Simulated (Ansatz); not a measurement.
# Debugging a many-body input for CuBiSeO (P4/nmm)

Aim: the G0W0 gap of CuBiSeO (P4/nmm). The first input has a fault.

Calculated with Ansatz 0.2.0; G0W0 on r2SCAN, plane waves, PAW; PAW set soft_1.

In doubt: one-shot GW on d or f shells is unsure, so the values of those runs are not to be relied on.

### 1. Starting point

The structure is tetragonal, space group P4/nmm (No. 129). Conventional cell: a = 3.922 Å, b = 3.922 Å, c = 8.913 Å, α = 90.00°, β = 90.00°, γ = 90.00°. Nearest to Cu lie 4 Se at 2.50 Å and 4 Cu at 2.77 Å. Nearest to Bi lie 4 O at 2.32 Å and 4 Se at 3.24 Å. Nearest to Se lie 4 Cu at 2.50 Å and 4 Bi at 3.24 Å. O has 4 Bi at 2.32 Å nearest. Farther neighbours and most contacts between anions are not listed.

Geometry: measured lattice cell, ions relaxed with r2SCAN; the structure entry is the Materials Project's. The runs that relaxed it are not among those shown. Spin-orbit coupling is left out unless a step names it.

### 2. First try

Input file input.yaml:

```yaml
crystal:
  lattice:
    - [3.9221, 0.0, 0.0]
    - [0.0, 3.9221, 0.0]
    - [0.0, 0.0, 8.9133]
  atoms:
    - { symbol: Cu, position: [0.0, 0.0, 0.5] }
    - { symbol: Cu, position: [0.5, 0.5, 0.5] }
    - { symbol: Bi, position: [0.0, 0.5, 0.8600640231] }
    - { symbol: Bi, position: [0.5, 0.0, 0.1399359769] }
    - { symbol: Se, position: [0.5, 0.0, 0.6731283809] }
    - { symbol: Se, position: [0.0, 0.5, 0.3268716191] }
    - { symbol: O, position: [0.5, 0.5, 0.0] }
    - { symbol: O, position: [0.0, 0.0, 0.0] }
kpoints:
  mp_grid: { grid: [4, 4, 2] }
hamiltonian:
  xc: r2scan
  pseudopotentials: { kind: paw, azcp: { folder: soft_1 } }
scf:
  occupations: { method: fixed }
gw:
  n_empty_bands: 4
  ecut_chi: 40
  qp_bands: [v2, c2]
  qp_kpoints: band_edges
  screening: { model: contour_deformation }
```

On the command line:

```console
ansatz run input.yaml --threads 3 --pin off --max-ram 92160MiB --backend cuda --events-out ev --progress --plain --runs-dir out --devices 1 --max-vram 13GiB
```

Numbers of over 12 decimals in the logs are rounded to 6 here.

Log:

```text
GPUs: using 1 of 1 available (devices: 1).
Engine: ansatz 0.2.0, x86_64-unknown-linux-gnu
Pseudopotentials: kind: paw
Pseudopotential: Cu, paw, valence charge 19, recommended cutoff 500 eV (meta_gga), soft_1/Cu.paw.azcp
Pseudopotential: Bi, paw, valence charge 15, recommended cutoff 500 eV (meta_gga), soft_1/Bi.paw.azcp
Pseudopotential: Se, paw, valence charge 16, recommended cutoff 500 eV (meta_gga), soft_1/Se.paw.azcp
Pseudopotential: O, paw, valence charge 6, recommended cutoff 500 eV (meta_gga), soft_1/O.paw.azcp
Functional definition: r2SCAN
  parameter k0 = 0.174
  parameter k1 = 0.065
  parameter a1 = 4.9479
  exchange = r2scan_x(k0 = k0, k1 = k1, a1 = a1)
  correlation = r2scan_c
device memory: the entry about to start is reckoned to put 3.2 GiB on a device that reports 61.6 GiB free (of which the cap on the GPU budget leaves the run 13.0 GiB)
GPU FFT provider: cuFFT
GPU libraries: cuBLAS 13.8.2, cuFFT 12.4.0, cuSOLVER 12.3.4
Crystal: 8 atoms, lattice volume = 137.112 Å³
Basis set: ecut = 500 eV, 3465 PW (Γ), exchange–correlation on 120×120×288 points (64 copies of the dense FFT grid, shifted against one another)
Bands: 68, of which v1, the nominal top of the filled ones, is band 56 counted from 1 (55 counted from 0)
Symmetry: 16 space group operations
Space group: P4/nmm (ITA 129), of the structure as read, at distance tolerance 5.2e-5 Å
k-points: 12 of 32
Non-local potential: Cu, projectors of the file, l = 0: 3, l = 1: 2, l = 2: 3, l = 3: 1
Non-local potential: Bi, projectors of the file, l = 0: 2, l = 1: 2, l = 2: 2, l = 3: 1
Non-local potential: Se, projectors of the file, l = 0: 2, l = 1: 2, l = 2: 3, l = 3: 1
Non-local potential: O, projectors of the file, l = 0: 2, l = 1: 2, l = 2: 1
PAW form: soft (Blöchl's): semilocal exchange-correlation on the pseudo side does not see the compensation charge
PAW frozen core: Cu, regenerated for the run's functional (the file was generated under x = pbe(κ = 0.804, μ = 0.219515), c = pbe(β = 0.066725))
PAW frozen core: Bi, regenerated for the run's functional (the file was generated under x = pbe(κ = 0.804, μ = 0.219515), c = pbe(β = 0.066725))
PAW frozen core: Se, regenerated for the run's functional (the file was generated under x = pbe(κ = 0.804, μ = 0.219515), c = pbe(β = 0.066725))
PAW frozen core: O, regenerated for the run's functional (the file was generated under x = pbe(κ = 0.804, μ = 0.219515), c = pbe(β = 0.066725))
PAW one-centre angular grid: Cu, 590 points (default); XC on 160 Gauss nodes
PAW one-centre angular grid: Bi, 590 points (default); XC on 160 Gauss nodes
PAW one-centre angular grid: Se, 590 points (default); XC on 160 Gauss nodes
PAW one-centre angular grid: O, 302 points (default); XC on 160 Gauss nodes
Initial density: superposition of atomic densities (chi_scale 0.1, normalization cell, long waves 63 % of neutral atoms (reshape's long-wave potential 1.63 eV rms, cloud 2.68 Å wide))
Initial wavefunctions: pseudopotential atomic-orbital guess
GPU buffer pool allocated for 64800 grid points (all kernels)
GPU transforms: local potential and band sums: pruned to the plane-wave sphere, on 30×30×72
Functional: x = r2scan, c = r2scan; τ floored in thin density (d = 2e-4 eV/Å³)
SCF iter   1: F=—  HF=-50190.386237 eV  |F-HF|=—  |Δ(HF+E_count)|=         —  Δρ=1.01e-1  dr2=4.84e1  dr2_τ=1.03e-1  ethr=3.10e-3  ⟨swp⟩=4.8  Hψ=2478  notcnv=0  defer=115
preconditioner: auto → Resta (q_TF=auto, 2.638 Å⁻¹)  ε∞=4.1  [insulator: Δε(μ)=0.155 eV  Ē_g=15.585 eV  n_scr=38 (ndim 8)  ℏωp=27.6 eV  f_vac=0.000  ε∞_Penn≈4.1]
SCF iter   2: F=—  HF=-50184.179975 eV  |F-HF|=—  |Δ(HF+E_count)|=    6.21e0  Δρ=8.52e-2  dr2=6.44e0  dr2_τ=5.87e-1  ethr=3.10e-3  ⟨swp⟩=3.2  Hψ=1769  notcnv=0  defer=112
SCF iter   3: F=—  HF=-50183.365806 eV  |F-HF|=—  |Δ(HF+E_count)|=   8.14e-1  Δρ=3.27e-2  dr2=2.62e0  dr2_τ=4.19e-2  ethr=3.10e-3  ⟨swp⟩=2.0  Hψ=1684  notcnv=0  defer=83
[...]
E_hartree    = 9427.975844
  E_xc         = -713.494855
  E_vxc        = -866.109262  (∫ρ·V_xc dr)
  E_paw        = -29660.419201  (= ΣΔE_a)
  E_vpaw       = -2683.372604  (= ΣTr[D̂ρ^β])
  E_aug_tail   = 0.001685  (compensation charges beyond the density's cutoff)
  E_vtau       = 51.619234  (kinetic-family band-sum trace: ∫τ·v_τ [+ j·A + Jᵃ·Aᵃ] dr)
  E_ewald      = -12141.772690
  E_core_change = -2.444892  (= ΣΔE_core)
  E_smearing   = -0.000000  (= −TS)
  E_closure    = 0.000000  (closes the sum)
  Σ components = -50183.140519   (vs F -50183.140519, Δ=0.00e0)
--- Band table (eV; the first three rows and the last of 12) ---
  k-point 0: bands = [... 52 lower, 11.0543, 11.4380, 11.8481, 11.8481, 12.8093, 13.4583, 15.7414, 15.7414, ... 8 higher]
  k-point 1: bands = [... 52 lower, 11.0543, 11.4433, 12.1668, 12.1668, 12.7858, 12.9063, 14.9596, 14.9596, ... 8 higher]
  k-point 2: bands = [... 52 lower, 11.3722, 11.5982, 11.8531, 12.0166, 14.0265, 14.4486, 14.5919, 15.3284, ... 8 higher]
  k-point 11: bands = [... 52 lower, 10.4788, 10.4788, 11.2170, 11.2170, 14.1837, 14.1837, 15.0523, 15.0523, ... 8 higher]
--- G₀W₀: contour deformation, 7 samples at zero and on the imaginary axis and 1 off it, 32 q-points, 4 empty bands' worth ---
  eigenvalues of the whole cell's RPA ε∞ on this k-mesh (on a slab, of 1 + 4πα/V) = 9.5014, 17.8918, 17.8918; static W/v taken at q = 0 is 0.064306
  gw.qp_kpoints: band_edges: 10 of 12 stored k-points solved, in 1 pass; an edge of the gap read off the rows below is read off those points alone
    valence top: of the k-points left out ik 8 came nearest to being solved in a further pass, in band 56 (counted from 1, as in the quasiparticle table): it holds the edge there only if its correction is more favourable than any solved in that band by at least 0.914 eV; those differ by 0.679 eV
    conduction bottom: of the k-points left out ik 11 came nearest to being solved in a further pass, in band 58 (counted from 1, as in the quasiparticle table): it holds the edge there only if its correction is more favourable than any solved in that band by at least 1.277 eV; those differ by 0.939 eV
  `?` marks the rows in doubt; gw_qp.tsv's column doubts and the gw_qp event give each row's grounds
    ik  band        ε_KS         Σx   Σc(E_QP)       V_xc       Z   E_QP_lin       E_QP  E_QP is
     0    55     11.8481   -30.9947     4.2357   -26.4093  0.6475    11.4820    11.4984  root
     0    56     11.8481   -30.9947     4.2357   -26.4093  0.6475    11.4820    11.4984  root
     0    57     12.8093   -11.4220    -1.8504   -14.9672  0.7749    14.4379    14.5041  root
     0    58     13.4583   -10.7809    -1.8664   -14.4525  0.7755    15.1911    15.2636  root
     1    55     12.1668   -31.8015     4.2441   -27.1929  0.6618    11.7849    11.8023  root
     1    56     12.1668   -31.8015     4.2441   -27.1929  0.6618    11.7849    11.8023  root
     1    57     12.7858    -9.6906    -1.9396   -13.5600  0.7867    14.6511    14.7156  root
     1    58     12.9063   -15.8924    -1.3548   -18.5212  0.7525    14.1071    14.1804  root
     2    55     11.8531   -32.6106     4.3990   -27.8141  0.6453    11.4326    11.4555  root
     2    56     12.0166   -31.3799     4.2316   -26.7757  0.6558    11.6251    11.6439  root
     2    57     14.0265   -11.7236    -1.7570   -15.5210  0.7750    16.0035    16.0669  root
     2    58     14.4486   -10.9181    -1.9249   -15.0559  0.7797    16.5930    16.6615  root
     3    55     11.6777   -32.3676     4.4516   -27.5237  0.6358    11.2630    11.2854  root
     3    56     12.1979   -31.7779     4.2426   -27.1677  0.6640    11.8126    11.8303  root
[...]
6    55     11.4826   -34.5141     5.1353   -28.8208  0.6146    10.8360    10.9246  root ?
[...]
7    55     11.2929   -36.6241     5.4543   -30.4042  0.5877    10.5297    10.5273  root ?
[...]
7    58     14.8911   -11.2270    -1.9676   -15.3349  0.7627    16.9354    17.0313  root
     9    55     11.4878   -39.0628     5.6961   -32.4928  0.5907    10.6136    10.6139  root ?
     9    56     11.4878   -39.0628     5.6961   -32.4928  0.5907    10.6136    10.6139  root ?
     9    57     13.8086   -12.8232    -1.6021   -16.0836  0.7678    15.3991    15.4669  root
     9    58     13.8086   -12.8232    -1.6021   -16.0836  0.7678    15.3991    15.4669  root
    10    55     11.0444   -43.6149     6.8439   -35.7419  0.5372     9.9737    10.0153  root ?
    10    56     11.0444   -43.6149     6.8439   -35.7419  0.5372     9.9737    10.0153  root ?
    10    57     13.1656   -14.7349    -1.4700   -17.5710  0.7547    14.4558    14.5317  root
    10    58     13.1656   -14.7349    -1.4700   -17.5710  0.7547    14.4558    14.5317  root
[key lines of the parts left out:]
SCF converged after 12 iterations
Free energy (F): -50183.140519 eV
Fermi energy:    12.197941 eV
```

Wall time 17 s (1 × NVIDIA H100 80GB HBM3 (shared by 6 runs) with 3 threads of AMD EPYC 7R13 (Zen 3), shared host); peak memory 1.3 GiB; 10 s of CPU time.

**Diagnosis.**

The run ended normally, though the input holds a fault or crude settings.

The fault: four empty bands in G0W0. The sums over empty states are cut off almost at the gap, so screening and correlation are far from complete.

It printed a gap of 2.35 eV, which is an artefact of the settings.

### 3. A better input

Now the one-shot GW correction: screening in the RPA, then the self-energy of the levels asked for. This step takes PAW set soft_1 files.

input.yaml: that of step 2 with these lines changed.

```diff
@@ -22,4 +22,4 @@
 gw:
-  n_empty_bands: 4
-  ecut_chi: 40
+  n_empty_bands: 409
+  ecut_chi: 120
   qp_bands: [v2, c2]
```

Log:

```text
GPUs: using 1 of 1 available (devices: 1).
[...]
GPU FFT provider: cuFFT
GPU libraries: cuBLAS 13.8.2, cuFFT 12.4.0, cuSOLVER 12.3.4
Crystal: 8 atoms, lattice volume = 137.112 Å³
Basis set: ecut = 500 eV, 3465 PW (Γ), exchange–correlation on 120×120×288 points (64 copies of the dense FFT grid, shifted against one another)
Bands: 68, of which v1, the nominal top of the filled ones, is band 56 counted from 1 (55 counted from 0)
[... 1 set-up line as in the run before ...]
[...]
k-points: 12 of 32
[...]
GPU buffer pool allocated for 64800 grid points (all kernels)
[...]
SCF iter   1: F=—  HF=-50190.386237 eV  |F-HF|=—  |Δ(HF+E_count)|=         —  Δρ=1.01e-1  dr2=4.84e1  dr2_τ=1.03e-1  ethr=3.10e-3  ⟨swp⟩=4.8  Hψ=2478  notcnv=0  defer=115
[...]
0    55     11.8481   -30.9947     4.5853   -26.4093  0.6941    11.8481    11.8480  root
     0    56     11.8481   -30.9947     4.5853   -26.4093  0.6941    11.8481    11.8480  root
     0    57     12.8093   -11.4220    -3.4502   -14.9672  0.7698    12.9048    12.9043  root
     0    58     13.4583   -10.7809    -3.5905   -14.4525  0.7656    13.5398    13.5394  root
     1    55     12.1668   -31.8015     4.6332   -27.1929  0.6986    12.1913    12.1914  root
     1    56     12.1668   -31.8015     4.6332   -27.1929  0.6986    12.1913    12.1914  root
     1    57     12.7858    -9.6906    -3.8209   -13.5600  0.7757    12.8344    12.8343  root
     1    58     12.9063   -15.8924    -2.4757   -18.5212  0.7547    13.0608    13.0595  root
[...]
10    55     11.0444   -43.6149     8.0010   -35.7419  0.6323    11.1712    11.1724  root
    10    56     11.0444   -43.6149     8.0010   -35.7419  0.6323    11.1712    11.1724  root
    10    57     13.1656   -14.7349    -2.6814   -17.5710  0.7565    13.3217    13.3204  root
    10    58     13.1656   -14.7349    -2.6814   -17.5710  0.7565    13.3217    13.3204  root
[key lines of the parts left out:]
SCF converged after 12 iterations
Free energy (F): -50183.140519 eV
Fermi energy:    12.197941 eV
```

It took 78 s on 1 × NVIDIA H100 80GB HBM3 (shared by 6 runs) with 3 threads; peak memory 2 GiB.

This step gave:

- bands summed: 465
- RPA ε∞ on this mesh (eigenvalues): 11.39, 19.86, 19.86
- plane waves in the screening matrix: 419
- q-points in the mesh: 32
- G0W0 gap on the mesh: 0.6177 eV
- k of the valence top: 0, 0.25, -0.5
- k of the conduction bottom: 0, 0, -0.5
- starting gap on the mesh: 0.5878 eV
- Z at the valence top: 0.6996
- Z at the conduction bottom: 0.7757
- least direct G0W0 gap on the computed points: 0.6429 eV

The gap on the mesh goes from 0.59 eV to 0.62 eV, a correction of +0.03 eV. Between the two edge states, bare exchange in place of the xc potential would open the gap by 8.48 eV, and correlation takes back 8.45 eV.

### 4. Results

| Quantity | Value |
| --- | --- |
| first try | converged after 17 s |
| better run | G0W0 gap on the mesh 0.62 eV (4×4×2 mesh, 409 empty bands, screening to 120 eV, PAW set soft_1 files) |

What this shows: The second run differs in: empty bands and screening cutoff (eV). Bands and cutoff are finite, so the gap is not at the basis limit. The miss can reach some tenths of an eV and take either sign; the mesh is an error of its own. The 4×4×2 mesh is coarse for this cell (its supercell is 16 Å along the shortest edge). The RPA ε∞ on it, from the r2SCAN start, is 11.39 and 19.86; such meshes misread the long-range screening, most where the gap is narrow. Where an edge is built on 6p states of lead, bismuth or thallium, scalar-relativistic gaps usually stand too wide, by a few tenths to over one eV. With atoms this heavy and so narrow a gap, spin-orbit coupling can invert the bands. These scalar-relativistic gaps are then model values, not to be set against experiment, and a spin-orbit change taken from DFT can't simply be added. A d shell, filled or nearly so, lies near the gap. One-shot GW converges very slowly in bands there, not always from below, and on a semilocal start the gap tends to come out low; starts rich in exact exchange can overshoot instead.

[Paths, hosts, dates, memory and timing lines, banners, echoed tables and standing remarks are left out of the program output.]

[Logs are printed without paths, hosts, clocks, repeated set-up lines and the standing remarks that a program may print on its own settings, such as how far it seeks lower states.]

[Runs of the session that timed out or met a known fault of the program may be left out.]

[Cells called generated may have been cut or substituted from an entry of the Crystallography Open Database or the Materials Project.]

[Hosts, paths, dates, database ids (printed as entryN), source tags and the programs' standing remarks are cut or masked in the printed files.]
